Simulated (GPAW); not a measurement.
## Geometry or basis: what sets the conductance of a Mo chain with CO on top of one atom

Aim: the conductance of a Mo chain with CO on top of one atom after relaxation, and whether geometry, basis or functional moves it most.

Main program and level: GPAW 26.7.0; GPAW LCAO, PAW setups; relaxation of the junction within the symmetry of its start, lead ends held, in the first sound run; inputs show where later runs differ.

## 1. The starting structure

The cell holds 19 atoms: 17 Mo, 1 C and 1 O. Its edges and angles: a = 9.000 Å, b = 9.000 Å, c = 38.250 Å, α = 90.0°, β = 90.0°, γ = 90.0°. Regions: left lead, 8 atoms (8 Mo); channel, 3 atoms (1 Mo, 1 C and 1 O); right lead, 8 atoms (8 Mo). Vacuum lies along a and b. The structure is stacked along c, and the current runs across the ab planes.

## 2. Relaxing the atoms

Transmission follows bond lengths closely, so the atoms between the held lead ends are relaxed first, within whatever symmetry the start has.

Input file run.py:

```python
import json
from ase import Atoms
from ase.constraints import FixAtoms
from ase.optimize import BFGS
from gpaw import GPAW, FermiDirac

device = Atoms(
    ['Mo', 'Mo', 'Mo', 'Mo', 'Mo', 'Mo', 'Mo', 'Mo', 'Mo', 'C', 'O', 'Mo', 'Mo', 'Mo', 'Mo', 'Mo', 'Mo', 'Mo', 'Mo'],
    positions=[
        [4.50000, 4.50000, 1.12500],
        [4.50000, 4.50000, 3.37500],
        [4.50000, 4.50000, 5.62500],
        [4.50000, 4.50000, 7.87500],
        [4.50000, 4.50000, 10.12500],
        [4.50000, 4.50000, 12.37500],
        [4.50000, 4.50000, 14.62500],
        [4.50000, 4.50000, 16.87500],
        [4.50000, 4.50000, 19.12500],
        [6.12990, 4.50000, 19.12500],
        [7.28990, 4.50000, 19.12500],
        [4.50000, 4.50000, 21.37500],
        [4.50000, 4.50000, 23.62500],
        [4.50000, 4.50000, 25.87500],
        [4.50000, 4.50000, 28.12500],
        [4.50000, 4.50000, 30.37500],
        [4.50000, 4.50000, 32.62500],
        [4.50000, 4.50000, 34.87500],
        [4.50000, 4.50000, 37.12500]],
    cell=[[9.0, 0.0, 0.0], [0.0, 9.0, 0.0], [0.0, 0.0, 38.25]],
    pbc=True)

device.set_constraint(FixAtoms([0, 1, 2, 3, 4, 5, 6, 12, 13, 14, 15, 16, 17, 18]))
device.calc = GPAW(mode='lcao', basis='dzp', xc='PBE', h=0.18,
                   kpts={'size': (1, 1, 2), 'gamma': True},
                   symmetry={'tolerance': 1e-3, 'extra_ids': [1, 1, 1, 1, 1, 1, 1, 0, 0, 0, 0, 0, 1, 1, 1, 1, 1, 1, 1]},
                   occupations=FermiDirac(0.1), maxiter=250,
                   mixer=dict(beta=0.1, nmaxold=8, weight=100.0),
                   convergence=dict(density=0.0001), txt='relax.txt')
path = []
opt = BFGS(device, maxstep=0.15)
opt.attach(lambda: path.append((device.get_potential_energy(), device.positions.tolist(), device.get_forces().tolist())))
relaxed = bool(opt.run(fmax=0.05, steps=50))
json.dump(dict(relaxed=relaxed, path=path, positions=device.positions.tolist(), moments=device.get_magnetic_moments().tolist(),
               forces=device.get_forces(apply_constraint=False).tolist()), open('result.json', 'w'))
```

Started as:

```bash
> OMP_NUM_THREADS=1 OPENBLAS_NUM_THREADS=1 python run.py
```

The log of the run:

```text
Step          Energy          fmax
BFGS:    0     -112.659354       13.860700
BFGS:    1     -114.359851        7.725254
BFGS:    2     -114.413379        6.693755
BFGS:    3     -114.804421        3.075991
BFGS:    4     -114.879475        2.358461
BFGS:    5     -114.922475        0.724460
BFGS:    6     -114.968985        0.817259
BFGS:    7     -115.092699        2.048477
BFGS:    8     -115.220382        2.252565
BFGS:    9     -115.389164        2.193359
BFGS:   10     -115.519051        1.328842
BFGS:   11     -115.575825        0.521239
BFGS:   12     -115.593471        0.348082
BFGS:   13     -115.601085        0.469512
BFGS:   14     -115.611138        0.414944
BFGS:   15     -115.615340        0.194267
[...]
BFGS:   20     -115.625892        0.139989
BFGS:   21     -115.633398        0.149828
BFGS:   22     -115.682332        0.364225
BFGS:   23     -115.718085        0.357551
BFGS:   24     -115.737493        0.229496
BFGS:   25     -115.744812        0.140534
BFGS:   26     -115.745707        0.093051
BFGS:   27     -115.745639        0.045798
```

It took 1.6 h on 1 thread of Arm Neoverse V1, shared host; peak memory 2.1 GiB.

This run has no spin polarisation, although Mo can carry a moment.

Step by step (22 of 28):

```
step  energy less that of the first step (eV)  largest force (eV/Å)
   1                                   0.0000               13.8607
   2                                  -1.7168                7.7253
   4                                  -2.1797                3.0760
   5                                  -2.2593                2.3585
   6                                  -2.3054                0.7245
   7                                  -2.3584                0.8173
   9                                  -2.6099                2.2526
  10                                  -2.7697                2.1934
  11                                  -2.8874                1.3288
  13                                  -2.9595                0.3481
  14                                  -2.9668                0.4695
  15                                  -2.9736                0.4149
  16                                  -2.9749                0.1943
  18                                  -2.8835                1.3788
  19                                  -2.9759                0.3262
  20                                  -2.9798                0.2776
  22                                  -2.9952                0.1498
  23                                  -3.0398                0.3642
  24                                  -3.0742                0.3576
  25                                  -3.0934                0.2295
  27                                  -3.1035                0.0931
  28                                  -3.1038                0.0458
```

The atoms that moved most (Å):

```
atom     dx     dy      dz  length
 Mo8  0.945  0.000  -0.202   0.966
Mo12  0.945  0.000   0.202   0.966
 O11  0.468  0.000   0.000   0.468
 C10  0.413  0.000   0.000   0.413
 Mo9  0.147  0.000   0.000   0.147
```

The relaxation lowered the energy of the cell by 3.10 eV (energies extrapolated to zero smearing; the optimiser's log prints free energies). The largest force left on a free atom is 0.046 eV/Å.

## 3. Double-zeta polarised basis

The script solves lead and junction separately, takes H and S in the orbital basis, and joins semi-infinite leads through their self-energies; the dzp basis is the working standard.

This step: GPAW LCAO, PAW setups; Landauer transmission from Green's functions with principal layers (ASE), zero bias (GPAW 26.7.0).

Input file run.py:

```python
import json
import numpy as np
from ase import Atoms
from ase.transport.calculators import TransportCalculator
from gpaw import GPAW, FermiDirac
from gpaw.lcao.tools import get_lcao_hamiltonian
from scipy.linalg import eigh

# The junction with lead layers at both ends, along the third cell vector
device = Atoms(
    ['Mo', 'Mo', 'Mo', 'Mo', 'Mo', 'Mo', 'Mo', 'Mo', 'Mo', 'C', 'O', 'Mo', 'Mo', 'Mo', 'Mo', 'Mo', 'Mo', 'Mo', 'Mo'],
    positions=[
        [4.50000, 4.50000, 1.12500],
        [4.50000, 4.50000, 3.37500],
        [4.50000, 4.50000, 5.62500],
        [4.50000, 4.50000, 7.87500],
        [4.50000, 4.50000, 10.12500],
        [4.50000, 4.50000, 12.37500],
        [4.50000, 4.50000, 14.62500],
        [5.44469, 4.50000, 16.67309],
        [4.64725, 4.50000, 19.12500],
        [6.54334, 4.50000, 19.12500],
        [7.75835, 4.50000, 19.12500],
        [5.44469, 4.50000, 21.57691],
        [4.50000, 4.50000, 23.62500],
        [4.50000, 4.50000, 25.87500],
        [4.50000, 4.50000, 28.12500],
        [4.50000, 4.50000, 30.37500],
        [4.50000, 4.50000, 32.62500],
        [4.50000, 4.50000, 34.87500],
        [4.50000, 4.50000, 37.12500]],
    cell=[[9.0, 0.0, 0.0], [0.0, 9.0, 0.0], [0.0, 0.0, 38.25]],
    pbc=True)

# One principal layer of the lead: the first 5 atoms of the device
lead = Atoms(
    ['Mo', 'Mo', 'Mo', 'Mo', 'Mo'],
    positions=[
        [4.50000, 4.50000, 1.12500],
        [4.50000, 4.50000, 3.37500],
        [4.50000, 4.50000, 5.62500],
        [4.50000, 4.50000, 7.87500],
        [4.50000, 4.50000, 10.12500]],
    cell=[[9.0, 0.0, 0.0], [0.0, 9.0, 0.0], [0.0, 0.0, 11.25]],
    pbc=True)

settings = dict(mode='lcao', basis='dzp', xc='PBE', h=0.18,
                occupations=FermiDirac(0.1), maxiter=250,
                mixer=dict(beta=0.1, nmaxold=8, weight=100.0),
                convergence=dict(density=0.0001))
energies = np.arange(-2, 2 + 1e-9, 0.025)
eta = 0.0001
n1, n2 = 1, 1
# k and -k transmit alike, so half of the mesh across the current serves
mesh = [(i, j) for i in range(n1) for j in range(n2) if (i, j) <= (-i % n1, -j % n2)]
weights = np.array([1 if (i, j) == (-i % n1, -j % n2) else 2 for i, j in mesh]) / (n1 * n2)

# [... helper functions left out ...]
fermi_lead = ground_state(lead, (1, 1, 10), 'lead.txt')
fermi_device = ground_state(device, (1, 1, 2), 'device.txt')
# [... loop over the mesh left out, but for ...]
        # Shift the lead onto the potential of the device's first layer
        shift = ((H[:, 0, 0] - H0[:, 0, 0]) / S0[0, 0]).real.mean()
# [...]
kT = 8.617333e-5 * 300
bias = [0.1, 0.2, 0.5, 1.0, 1.5, 2.0]
# [... integrals and printing left out ...]
```

The log of the run:

```text
basis functions: device 519, principal layer 145
Fermi level: lead -2.7415 eV, device -2.6609 eV; lead shifted by -0.0047 eV
largest coupling past the next layer 2.80e-05 eV, largest misfit of the first layer 0.017 eV
  E-E_F (eV)   T (one spin)  [channel counts left out]
    -2.000    1.0091e+00
    -1.975    1.0158e+00
    -1.950    1.0232e+00
    -1.925    1.0313e+00
    -1.900    1.0404e+00
    -1.875    1.0508e+00
    -1.850    1.0625e+00
    -1.825    1.0760e+00
    -1.800    1.0913e+00
    -1.775    1.1089e+00
    -1.750    1.1289e+00
    -1.725    1.1516e+00
    -1.700    1.1777e+00
    -1.675    1.2065e+00
    -1.650    1.2390e+00
    -1.625    1.2752e+00
[...]
1.825    1.5905e+00
     1.850    1.4582e+00
     1.875    1.3755e+00
     1.900    1.3239e+00
     1.925    1.2926e+00
     1.950    1.2764e+00
     1.975    1.2596e+00
     2.000    9.5874e-01
conductance at 300 K: 3.675 G0 a cell; thermopower -0.9475 uV/K
current from the zero-bias T(E) at 0.1 V: 28.458 uA
current from the zero-bias T(E) at 0.2 V: 56.825 uA
current from the zero-bias T(E) at 0.5 V: 140.5 uA
current from the zero-bias T(E) at 1.0 V: 271.73 uA
current from the zero-bias T(E) at 1.5 V: 391.65 uA
current from the zero-bias T(E) at 2.0 V: 499.92 uA
```

Run time: 6.9 min. Hardware: 1 thread; peak memory 2.3 GiB.

Numbers from this step:

- conductance: 3.675 G₀
- largest coupling past the next principal layer: 2.80e-5 eV
- largest misfit of the first principal layer: 0.01702 eV
- shift that aligns the lead: -0.004736 eV
- basis functions of the junction: 519
- basis functions of a principal layer: 145
- transmission at the Fermi level (one spin): 3.680

One spin. Table of transmission, zone mean by energy, zero at the Fermi level:

```
energy (eV)  transmission, zone mean
     -2.000                     1.01
     -1.900                     1.04
     -1.800                     1.09
     -1.700                     1.18
     -1.600                     1.32
     -1.500                     1.99
     -1.400                     2.15
     -1.300                     2.34
     -1.200                     2.45
     -1.100                     2.51
     -1.000                     2.54
     -0.900                     2.58
     -0.800                     2.41
     -0.700                     2.74
     -0.600                     2.84
     -0.500                     2.93
     -0.400                     3.09
     -0.300                     3.29
     -0.200                     3.47
     -0.100                     3.61
      0.000                     3.68
      0.100                     3.70
      0.125                     3.71
      0.200                     3.70
      0.300                     3.67
      0.400                     3.62
      0.500                     3.55
      0.600                     3.43
      0.700                     3.29
      0.800                     3.13
      0.900                     3.00
      1.000                     2.89
      1.100                     2.80
      1.200                     2.81
      1.300                     2.81
      1.400                     2.28
      1.500                     2.38
      1.600                     2.42
      1.700                     2.38
      1.800                     1.79
      1.900                     1.32
      2.000                    0.959
```

Not self-consistent under bias; the bias window is split evenly. The current through one cell, from the zero-bias transmission by bias:

```
bias (V)  current through one cell, from the zero-bias transmission (μA)
   0.100                                                            28.5
   0.200                                                            56.8
   0.500                                                             140
   1.000                                                             272
   1.500                                                             392
   2.000                                                             500
```

Transmission of the three most open eigenchannels against energy, zero at the Fermi level:

```
energy (eV)  channel 1  channel 2  channel 3
     -2.000      0.866      0.107     0.0361
     -1.900      0.864      0.118     0.0593
     -1.800      0.860      0.132     0.0996
     -1.700      0.859      0.167      0.152
     -1.600      0.862      0.271      0.183
     -1.500      0.858      0.543      0.407
     -1.400      0.863      0.740      0.549
     -1.300      0.880      0.800      0.663
     -1.200      0.901      0.821      0.731
     -1.100      0.920      0.840      0.751
     -1.000      0.935      0.869      0.730
     -0.900      0.943      0.935      0.671
     -0.800      0.997      0.653      0.599
     -0.700      0.983      0.608      0.588
     -0.600      0.971      0.801      0.587
     -0.500      0.965      0.847      0.577
     -0.400      0.964      0.870      0.618
     -0.300      0.968      0.904      0.760
     -0.200      0.977      0.948      0.887
     -0.100      0.987      0.984      0.961
      0.000      0.997      0.993      0.991
      0.100      0.996      0.994      0.993
      0.200      0.993      0.988      0.986
      0.300      0.990      0.986      0.973
      0.400      0.991      0.990      0.957
      0.500      0.996      0.995      0.929
      0.600      0.998      0.996      0.882
      0.700      0.998      0.982      0.817
      0.800      0.996      0.960      0.750
      0.900      0.993      0.938      0.697
      1.000      0.989      0.926      0.657
      1.100      0.984      0.911      0.625
      1.200      0.977      0.963      0.636
      1.300      0.995      0.974      0.663
      1.400      0.996      0.716      0.445
      1.500      0.997      0.940      0.225
      1.600      0.998      0.912      0.390
      1.700      0.990      0.789      0.538
      1.800      0.995      0.471      0.309
      1.900      0.998      0.225      0.101
      2.000      0.958     9.4e-4     5.0e-5
```

Couplings past the next layer reach 2.8e-5 eV, small enough to drop; the matrix elements of the cell's first layer differ from the bulk lead's by up to 0.017 eV. That layer keeps its own values in the calculation, and only beyond it is the lead taken as perfect. The Fermi levels of lead and junction count from different zeros of potential, one for each periodic cell; with both set to zero, the small remaining shift is what aligns them. By hand: G = 3.675 × 77.48 μS = 285 μS, a resistance of 3.51 kΩ; at 0.1 V a linear junction would pass 28.5 μA, and the integral over the bias window gives 28.5 μA.

## 4. Single-zeta polarised basis

One radial function a shell plus polarisation makes the matrices smaller; the question is what that costs.

run.py: that of step 3 with these lines changed.

```diff
@@ -46,3 +46,3 @@
 
-settings = dict(mode='lcao', basis='dzp', xc='PBE', h=0.18,
+settings = dict(mode='lcao', basis='szp(dzp)', xc='PBE', h=0.18,
                 occupations=FermiDirac(0.1), maxiter=250,
```

The log of the run:

```text
basis functions: device 290, principal layer 80
Fermi level: lead -2.9194 eV, device -2.8384 eV; lead shifted by -0.0023 eV
largest coupling past the next layer 2.79e-05 eV, largest misfit of the first layer 0.016 eV
  E-E_F (eV)   T (one spin)  [channel counts left out]
    -2.000    9.5176e-01
    -1.975    9.5991e-01
    -1.950    9.6857e-01
    -1.925    9.7793e-01
    -1.900    9.8819e-01
    -1.875    9.9955e-01
    -1.850    1.0122e+00
    -1.825    1.0264e+00
    -1.800    1.0424e+00
    -1.775    1.0603e+00
    -1.750    1.0807e+00
    -1.725    1.1021e+00
    -1.700    1.1277e+00
    -1.675    1.1558e+00
    -1.650    1.1867e+00
    -1.625    1.2206e+00
[...]
1.825    1.9262e+00
     1.850    2.0031e+00
     1.875    2.0983e+00
     1.900    2.1488e+00
     1.925    2.0761e+00
     1.950    1.9140e+00
     1.975    1.7622e+00
     2.000    1.6596e+00
conductance at 300 K: 3.6524 G0 a cell; thermopower -1.417 uV/K
current from the zero-bias T(E) at 0.1 V: 28.28 uA
current from the zero-bias T(E) at 0.2 V: 56.445 uA
current from the zero-bias T(E) at 0.5 V: 139.14 uA
current from the zero-bias T(E) at 1.0 V: 267 uA
current from the zero-bias T(E) at 1.5 V: 382.83 uA
current from the zero-bias T(E) at 2.0 V: 487.86 uA
```

Elapsed: 4 min, on 1 thread; peak memory 2.2 GiB.

Numbers from this step:

- conductance: 3.652 G₀
- largest coupling past the next principal layer: 2.79e-5 eV
- largest misfit of the first principal layer: 0.01621 eV
- shift that aligns the lead: -0.002252 eV
- basis functions of the junction: 290
- basis functions of a principal layer: 80
- transmission at the Fermi level (one spin): 3.659

One spin. The transmission, zone mean by energy, zero at the Fermi level:

```
energy (eV)  transmission, zone mean
     -2.000                    0.952
     -1.800                     1.04
     -1.600                     1.26
     -1.400                     1.65
     -1.200                     2.41
     -1.000                     2.50
     -0.800                     2.29
     -0.600                     2.70
     -0.400                     2.94
     -0.200                     3.39
      0.000                     3.66
      0.125                     3.70
      0.200                     3.69
      0.400                     3.58
      0.600                     3.35
      0.800                     3.05
      1.000                     2.82
      1.200                     2.77
      1.400                     2.29
      1.600                     2.19
      1.800                     1.88
      1.900                     2.15
      2.000                     1.66
```

Not self-consistent under bias; the bias window is split evenly. Table of current through one cell, from the zero-bias transmission by bias:

```
bias (V)  current through one cell, from the zero-bias transmission (μA)
   0.100                                                            28.3
   0.200                                                            56.4
   0.500                                                             139
   1.000                                                             267
   1.500                                                             383
   2.000                                                             488
```

Transmission of the three most open eigenchannels against energy, zero at the Fermi level:

```
energy (eV)  channel 1  channel 2  channel 3
     -2.000      0.796      0.123     0.0324
     -1.900      0.799      0.135     0.0538
     -1.800      0.801      0.151     0.0909
     -1.700      0.803      0.171      0.154
     -1.600      0.810      0.250      0.198
     -1.500      0.820      0.381      0.234
     -1.400      0.833      0.524      0.292
     -1.300      0.845      0.719      0.643
     -1.200      0.860      0.835      0.712
     -1.100      0.878      0.878      0.729
     -1.000      0.903      0.896      0.697
     -0.900      0.954      0.910      0.622
     -0.800      0.993      0.625      0.499
     -0.700      0.973      0.685      0.578
     -0.600      0.959      0.817      0.553
     -0.500      0.950      0.847      0.541
     -0.400      0.947      0.868      0.567
     -0.300      0.952      0.905      0.698
     -0.200      0.965      0.952      0.845
     -0.100      0.986      0.981      0.940
      0.000      0.997      0.992      0.985
      0.100      0.998      0.997      0.994
      0.200      0.994      0.992      0.988
      0.300      0.989      0.985      0.978
      0.400      0.990      0.989      0.957
      0.500      0.996      0.996      0.920
      0.600      0.998      0.995      0.864
      0.700      0.998      0.981      0.796
      0.800      0.996      0.961      0.730
      0.900      0.993      0.943      0.676
      1.000      0.988      0.936      0.640
      1.100      0.983      0.950      0.624
      1.200      0.983      0.980      0.631
      1.300      0.993      0.898      0.685
      1.400      0.994      0.840      0.336
      1.500      0.998      0.994      0.187
      1.600      0.999      0.870      0.209
      1.700      0.997      0.599      0.272
      1.800      0.989      0.435      0.418
      1.900      0.905      0.896      0.338
      2.000      0.998      0.336      0.325
```

The conductance, 3.65 G₀, lies 0.6 % below that of the dzp run.

(Part 1 of 2 ends here.)

[Logs are printed without paths, hosts, clocks, repeated set-up lines and the standing remarks that a program may print on its own settings, such as how far it seeks lower states.]

[Hosts, paths, dates, database ids (printed as entryN), source tags and the programs' standing remarks are cut or masked in the printed files.]
